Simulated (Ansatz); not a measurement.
# Relaxing generalised stacking fault on (111) (glide set) of a Ge-Sn solid solution (48 atoms), part 2 of 2

Aim: bring generalised stacking fault on (111) (glide set) of a Ge-Sn solid solution (48 atoms) to a nearby minimum of the energy and see what moves.

Ansatz 0.2.0; Kohn-Sham DFT, PBE, PAW (set soft_2), plane waves.

The cell: 34 Ge and 14 Sn. Atoms were free to move along the slip. The host structure and its lattice constant were typed by rule, without a check against the phase diagram.

So far. Step 3 (Relaxation): The relaxation changed the energy by -120 meV/atom, and atoms moved by 0.18 Å r.m.s., 0.34 Å at most.

## (5) Single point at the relaxed geometry

The electronic structure is read at the final geometry, in a run of its own.

input.yaml reads:

```yaml
crystal:
  lattice:
    - [8.33424, 0.0, 0.0]
    - [0.0, 7.21767, 0.0]
    - [3.81983, 0.0, 20.51464]
  atoms:
    - { symbol: Ge, position: [0.77155, 0.49166, 0.00729] }
    - { symbol: Sn, position: [0.71185, 0.49423, 0.13501] }
    - { symbol: Sn, position: [0.66937, 0.8411, 0.19343] }
    - { symbol: Ge, position: [0.62344, 0.84711, 0.32025] }
    [... 38 atom lines left out ...]
    - { symbol: Sn, position: [0.67981, 0.35063, 0.68772] }
    - { symbol: Ge, position: [0.62904, 0.32776, 0.81351] }
    - { symbol: Sn, position: [0.59863, 0.67399, 0.851] }
    - { symbol: Ge, position: [0.54248, 0.67141, 0.97872] }
    - { symbol: Ge, position: [0.85393, 0.16174, 0.84946] }
    - { symbol: Ge, position: [0.78393, 0.16308, 0.97103] }
kpoints:
  mp_grid: { grid: [2, 2, 1] }
hamiltonian:
  xc: pbe
scf:
  occupations: { method: gaussian, width: 0.025 }
output:
  forces: true
  stress: true
  populations: true
  dos:
    method: { smearing: { sigma: 0.15 } }
    de: 0.1
    projected: { site_lists: { Ge: [Ge], Sn: [Sn] } }
  eigenvalues: true
  write_density: true
  write_potential: true
  volumetric_format: npy
  elf: true
```

Started as:

```
$ ansatz run input.yaml --threads 4 --pin off --max-ram 8192MiB --backend cpu --events-out ev --progress --plain --runs-dir out
```

Numbers of over 12 decimals in the logs are rounded to 6 here.

The log of the run:

```text
[...]
Crystal: 48 atoms, lattice volume = 1234.033 Å³
Basis set: ecut = 420 eV, 24073 PW (Γ), exchange–correlation on 120×100×288 points (8 copies of the dense FFT grid, shifted against one another)
Bands: 404, of which v1, the nominal top of the filled ones, is band 336 counted from 1 (335 counted from 0)
Symmetry: 1 space group operations
[...]
k-points: 4
[...]
SCF iter   1: F=—  HF=-230364.342571 eV  |F-HF|=—  |Δ(HF+E_count)|=         —  Δρ=1.76e-3  dr2=8.91e-2  ethr=1.77e-3  ⟨swp⟩=6.0  Hψ=6074  notcnv=0  defer=29
[...]
SCF iter   9: F=-230364.310857 eV  HF=-230364.310857 eV  |F-HF|=8.85e-9  |Δ(HF+E_count)|=   1.02e-7  Δρ=9.79e-7  dr2=3.10e-8  ethr=1.49e-11  ⟨swp⟩=14.5  Hψ=12397  notcnv=0
SCF 1 converged in 9 iterations: F = -230364.310857 eV  dr2 = 3.10e-8
[...]
SCF converged after 9 iterations
Free energy (F): -230364.310857 eV
[...]
Internal energy: -230364.310079 eV  (E = F + TS)
E sigma→0 (E₀):  -230364.310468 eV
Entropy (-TS):   -0.000778 eV (-0.016 meV/atom)
Fermi energy:    8.433607 eV
[...]
--- Forces (eV/Å), atoms counted from 1 ---
  atom   1  Ge    -0.00203773     0.01463044     0.00725869
  atom   2  Sn     0.00949942    -0.00633066     0.00006185
  atom   3  Sn    -0.01019161     0.00629584     0.00183332
  atom   4  Ge     0.01859027    -0.02983992     0.00125182
  atom   5  Sn    -0.01019155     0.00475569     0.03603804
  atom   6  Ge     0.01581106     0.00272228    -0.00841849
  atom   7  Ge    -0.01876258    -0.00432300     0.00732656
  atom   8  Ge     0.00690291    -0.00601876     0.00119101
  atom   9  Ge    -0.02227086    -0.02218175     0.03335087
  atom  10  Ge     0.02343478     0.00353747    -0.02050827
  atom  11  Sn    -0.01380606     0.00910828     0.00232322
  atom  12  Ge     0.01787651    -0.01495241    -0.00254423
  atom  13  Sn    -0.00783555     0.01526738     0.01155480
  atom  14  Sn     0.00829406     0.00123344    -0.00377886
[...]
atom  47  Ge    -0.01267523     0.00252469    -0.02322428
  atom  48  Ge     0.01415898    -0.00295675     0.00099100
  max |Σ_I F_I| component: 1.01e-5 eV/Å
--- Stress (GPa, compression-positive) ---
        4.957568      -0.120182       0.442309
       -0.120182       2.934337      -0.098169
        0.442309      -0.098169       3.766156
  P = ⅓ Tr σ = 3.8860 GPa (38.860 kbar)
--- Band table (eV) ---
[...]
--- Löwdin populations: 48 sites ---
  site symbol       q [e]
     0     Ge     14.0449
     1     Sn     13.8488
     2     Sn     13.8490
[...]
47     Ge     13.9667
  spilling = 0.001548 (of n_electrons = 672.000000)
```

It took 2.8 min on 4 threads of Arm Neoverse N1, shared host; peak memory 5.4 GiB; 11 min of CPU time.

Read from the output:

```
free energy                                      : -230364.3109 eV
free energy per atom                             : -4799.2565 eV/atom
SCF cycles                                       : 9
pressure                                         : 3.886 GPa
r.m.s. force component                           : 0.01356 eV/Å
longest force                                    : 0.04583 eV/Å
Fermi energy                                     : 8.434 eV
spacing of highest filled and lowest empty level : 0.0749 eV
spilling of the projection                       : 0.001548
```

Löwdin charges by element (they lack the spilled electrons, 0.022 e an atom on average):

```csv
element,coordination,atoms,mean charge (e),spread,least,most
Ge,all,34,-0.0557,0.0628,-0.202,0.0437
Sn,all,14,0.210,0.0489,0.136,0.301
```

States in the cell by windows of 1 eV, zero at the Fermi level; the larger projections on atomic orbitals stand beside the total:

```
from (eV)  to (eV)  total  Ge p  Sn p  Ge s  Sn s
      -10       -9   16.1   3.4   1.2   8.2   3.2
       -9       -8    8.0   1.9   0.6   3.2   2.1
       -8       -7   17.5   5.6   1.9   7.0   2.9
       -7       -6   13.7   4.5   1.6   4.0   3.4
       -6       -5    7.6   2.8   0.8   2.2   1.7
       -5       -4    7.1   3.7   1.0   1.5   0.9
       -4       -3   29.8  21.0   6.3   1.4   0.8
       -3       -2   31.7  22.6   7.7   0.7   0.4
       -2       -1   26.0  16.3   8.8   0.5   0.2
       -1        0    9.1   5.2   2.9   0.7   0.2
        0        1   10.7   4.7   1.9   2.7   0.8
        1        2   25.4  11.4   5.0   5.1   2.1
        2        3   28.8  13.8   5.9   4.2   2.3
        3        4   32.5  16.9   8.3   1.9   1.0
```

Between -26 and -10 eV lie 506 more states.

The levels nearest the highest filled one (over half full), pooled over k-points and spins:

```csv
level less the highest filled one (eV),occupation
-0.442,2
-0.392,2
-0.318,2
-0.246,2
-0.0226,2.00
0,1.97
0.0749,0.034
0.0944,0.001
0.187,0
0.276,0
0.424,0
0.516,0
```

ELF in the ca plane at fractional y = 0.162, with atoms of Ge and Sn within 0.2 Å of it. It is the smooth field of the valence electrons, not physical close to the nuclei.

Ten even steps from '0' (0.00) to '9' (0.76), each cell a mean:
```
32236654445664334541000000000002565555433467
42345665443356667741000000000002443235765568
32345554311135788741001111000002441004785445
22245553200013565542113444310002542003785202
11135665310013444443234677642112564324885100
00135776531124554443345678753223677655775311
00035554554346776543345678764324578764455544
00034421357656688642235678864334556642124567
00134400047853356631123577764224566531001357
00135520148841024531001345542124677641000135
21246754458840014430000112211014677653111235
33457886557753124531000000000014544444433456
44556676433555566641000000000024432234665445
44555565211136788752101111000024420013674333
33456665210014677664222343210014420003674100
22357776420012555555445677531014432123674100
00246655432224665555556789852113554344674200
00134433445556788655456789974223566544554433
00134310246865578863335789974223566543223444
00134300035863235752113578763223455421001356
00134310025851003541001245432113566421000246
21135432345862003441000011110012577753101245
```
Columns run along c (16.0 Å, from fractional 0.23 to 1.00 of the cell), rows up along a (8.3 Å). Atoms in or near the plane, at fractional coordinates: Ge at (0.36, 0.60), Ge at (0.48, 0.52), Sn at (0.36, 0.09), Ge at (0.48, 0.04), Sn at (0.84, 0.35), Sn at (0.98, 0.28), Ge at (0.85, 0.85), Ge at (0.97, 0.78).

Valence density in the ca plane at fractional y = 0.162, with atoms of Ge and Sn within 0.2 Å of it. It is the smooth field of the valence electrons, not physical close to the nuclei.

Ten steps, logarithmic in the rise over the least value, from '0' (0 e/Å³) to '9' (32 e/Å³), each cell a mean:
```
10000011111100000011111101134310000000000000
10000001111100000000000000111110000000000000
10000000111100000000000000001110000000000000
21000000000000000000000000000100000000000000
31000000000000000000000000000110000000000000
31000000000000000011110000000110000001110000
21000000000000000012221000011100000011111000
10000000000000000024762111111100000001111000
10000000000000000026994211343110000000110000
00000000000000000014884212587310000000000000
00000000111000000012332112699410000000000000
00000001111100000011111111355310000000000000
10000001111110000011000000122210000000000000
21000000111100000010000000011110000000000000
41000000001000000010000000001111000000000000
52000000000000000011000000001111000001100000
42000000000000000011110000001111000011110000
31000000000000000013321000011111000011111000
11000000000000000135653111122110000011111000
10000000000000000136874211355310000000110000
00000000000000000125774212489520000000000000
00000001111000000012443111389621000000000000
```
Columns run along c (16.0 Å, from fractional 0.00 to 0.77 of the cell), rows up along a (8.3 Å). Atoms in or near the plane, at fractional coordinates: Ge at (0.36, 0.60), Ge at (0.48, 0.52), Sn at (0.36, 0.09), Ge at (0.48, 0.04).

Mean Löwdin charges: Ge -0.06, Sn +0.21 e. Charges this small depend on the projection, at times even in sign. Within 0.4 eV of the Fermi level the largest share is Ge p (50 % of the projected weight).

The surroundings of Sn2, picked at random, nearest first, numbered as they follow in the input and with coordinates relative to it.

```
atom      x      y      z  distance (Å)  Löwdin charge (e)
 Sn2   0.00   0.00   0.00          0.00               0.15
Ge23   2.05  -1.11   1.15          2.60              -0.11
 Ge1   0.01  -0.02  -2.62          2.62              -0.04
Sn11  -2.25  -1.26   0.99          2.76               0.23
 Sn3  -0.13   2.50   1.20          2.78               0.15
 Ge6   3.98   0.12   0.30          3.99              -0.11
Ge46  -2.01   1.28  -3.21          3.99              -0.11
Sn22   2.07  -3.50   0.07          4.07               0.22
Ge48  -0.03  -2.39  -3.36          4.13               0.03
Ge38   1.97   1.26  -3.41          4.13              -0.04
Ge10  -2.26   3.51   0.10          4.18              -0.12
Ge24   1.86  -1.11   3.61          4.21              -0.05
Sn22   2.07   3.71   0.07          4.25               0.22
Ge10  -2.26  -3.71   0.10          4.34              -0.12
Ge12  -2.12  -1.25   3.59          4.35              -0.20
 Ge6  -4.35   0.12   0.30          4.37              -0.11
```

## (6) A run with a doubtful setting

The input is spoilt on purpose; the run shows how that looks.

This step: Kohn-Sham DFT, PBE, PAW (set soft_2), localised support functions (medium) (Ansatz 0.2.0).

input.yaml, the sections that differ from step 5:

```yaml
scf:
  occupations: { method: gaussian, width: 0.025 }
  eigensolver: { kind: { support_functions: { accuracy: medium, radius: 2.0 } } }
  mixing: { beta: 0.4 }
  max_iter: 100
output:
  forces: true
# crystal, kpoints, hamiltonian: as in step 5
```

The log of the run:

```text
Warning: scf.eigensolver.kind.support_functions: disabling space-group detection — the functions' gradient is summed over unrotated k-points, so no spatial operation reduces the k-mesh or symmetrises the density; time reversal is kept, so that k and −k are solved as one point where they differ and the mesh holds both, and exact exchange and, on two spinor components, a DFT+U term hold to it where the run has them: [...]
settings of this run that can trade accuracy for cost: scf.eigensolver.kind.support_functions [...]
Engine: ansatz 0.2.0, aarch64-unknown-linux-gnu
Pseudopotentials: kind: paw
Pseudopotential: Ge, paw, valence charge 14, recommended cutoff 420 eV (normal), Ge.paw.azcp
Pseudopotential: Sn, paw, valence charge 14, recommended cutoff 420 eV (normal), Sn.paw.azcp
[... 5 lines on functional and potentials left out ...]
Error: SCF: the radius of support functions is under 4.20 Å, the least for these sites at the functions' level (scf.eigensolver.kind.support_functions.accuracy). Use scf.eigensolver.kind: auto, or type scf.eigensolver.kind.support_functions.radius at least as long, [...]
```

Elapsed: 2.7 s, on 4 threads; peak memory 0.31 GiB; 8.2 s of CPU time.

The program refuses radii under 4.20 Å for these atoms at this level.

## (7) What came out

```json
{
 "energy change in the relaxation": "-120.4 meV/atom",
 "r.m.s. displacement": "0.179 Å",
 "largest displacement": "0.342 Å",
 "free energy per atom": "-4799.2565 eV/atom",
 "density": "5.559 g/cm³",
 "pressure": "3.886 GPa",
 "r.m.s. force component": "0.01356 eV/Å",
 "spacing of highest filled and lowest empty level": "0.0749 eV",
 "wall time of the 3 DFT runs": "9.9 min"
}
```

**Reading.** Relaxation lowers the energy by 120 meV/atom and moves atoms by 0.18 Å r.m.s.; the r.m.s. force component goes from 1.1 to 0.014 eV/Å. Layers on the two sides of the fault moved in opposite directions along the plane, so much of the imposed slip has spread into a shear of the crystal. First to last step the energy falls by 5.778 eV; the largest move, 0.34 Å, is that of Ge1. The highest filled and lowest empty levels lie only 0.075 eV apart (on the run's k-points), which on so few k-points needn't be a gap.

What to keep in mind: Atoms were free to move along the slip, so the relaxation can undo part or all of it. The pressure of 3.9 GPa means that a free cell would grow at this level.

[Logs are printed without paths, hosts, clocks, repeated set-up lines and the standing remarks that a program may print on its own settings, such as how far it seeks lower states.]

[Hosts, paths, dates, database ids (printed as entryN), source tags and the programs' standing remarks are cut or masked in the printed files.]
